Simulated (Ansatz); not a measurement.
# Tunnelling decay and corrugation (ordered overlayer): Cu(111)-(√3×√3)R30°-Na, top site; Cu(111)-(√3×√3)R30°-F, bridge site; and others

A simple barrier model says that the current falls as exp(−2κz) with κ = 0.512 √φ (Å⁻¹, φ in eV). How well does that hold over real surfaces, and how fast does atomic contrast fade as the tip draws back?

How it was computed: Ansatz 0.2.0, plane waves with PAW datasets (its set soft_2), functional as listed; relaxed slabs, Tersoff-Hamann images of the filled states within the window listed under the Fermi level. κ is fitted to the planar mean between 3 and 5 Å over the top atom; the model's barrier is the work function plus half the window. A setpoint is the mean density at the height named.

What came out:

```tsv
surface	functional	work function (eV)	window (eV)	κ, model (Å⁻¹)	κ, fitted (Å⁻¹)	near setpoint (Å): corrugation (Å)	far setpoint (Å): corrugation (Å)
Cu(111)-(√3×√3)R30°-Na, top site	PBE	2.29	0.30	0.80	0.70	3: 0.123	4.5: 0.040
Pd(111)-(2x2)-Ag, hcp site	PBE	3.88	0.50	1.04	1.07	3: 0.871	5: 0.318
Pb(100)-(2x1)-Co, hollow site	PBE-D3(BJ)	3.88	0.30	1.03	1.09	2.5: 0.533	4: 0.143
Nb(110)-(rectangular two-atom cell)-Br, hollow site	PBE-D3(BJ)	3.88	0.20	1.02	1.14	3: 0.359	5: 0.155
Mg(0001)-(√3×√3)R30°-H, top site	PBEsol	4.75	0.50	1.15	1.29	2.5: 0.624	4: 0.411
Cu(111)-(√3×√3)R30°-H, hcp site	PBE	4.78	0.30	1.14	1.23	3: 0.152	5: 0.053
Ru(0001)-(2x2)-Cl, hcp site	r2SCAN	4.87	0.20	1.14	1.31	3: 0.810	4.5: 0.622
Cu(100)-c(2x2)-S, top site	PBE	5.11	0.30	1.18	1.29	3: 0.328	5: 0.126
Ni(100)-c(2x2)-N, hollow site	PBE	5.15	0.50	1.19	1.48	3: 0.816	5: 0.475
Cu(111)-(√3×√3)R30°-F, bridge site	PBE	5.99	0.40	1.28	1.35	3: 0.426	4.5: 0.217
```

**Reading.** The fitted κ is 0.87 to 1.24 times the model's, and larger in 9 of 10. Momentum along the surface adds to κ² and raises it, while a barrier that has not reached its full height this near the surface lowers it. Worked for Cu(111)-(√3×√3)R30°-Na, top site: 0.512 × √(2.29 + 0.15) = 0.80 Å⁻¹; with the fitted 0.70 Å⁻¹ the current falls by exp(2 × 0.70) = 4.1 per Å. Where it is still over 0.005 Å at the far setpoint (10 rows), the corrugation falls by a factor of 1.2 to 2.4 per Å.

What the numbers leave out: The model has an s-wave tip and no forces between tip and sample. Semilocal potentials reach the vacuum level too fast, without an image tail. The surfaces are built from prototypes and need not be the stable ones; functionals, windows and heights differ between rows (the narrowest window from 0.2 eV on is taken, and runs with charge in the vacuum are left out), and rows with Cr, Mn, Fe, Co, Ni or Gd rest on one magnetic start or none. The table is a selection: not every member that was run is listed.

[Logs are printed without paths, hosts, clocks, repeated set-up lines and the standing remarks that a program may print on its own settings, such as how far it seeks lower states.]
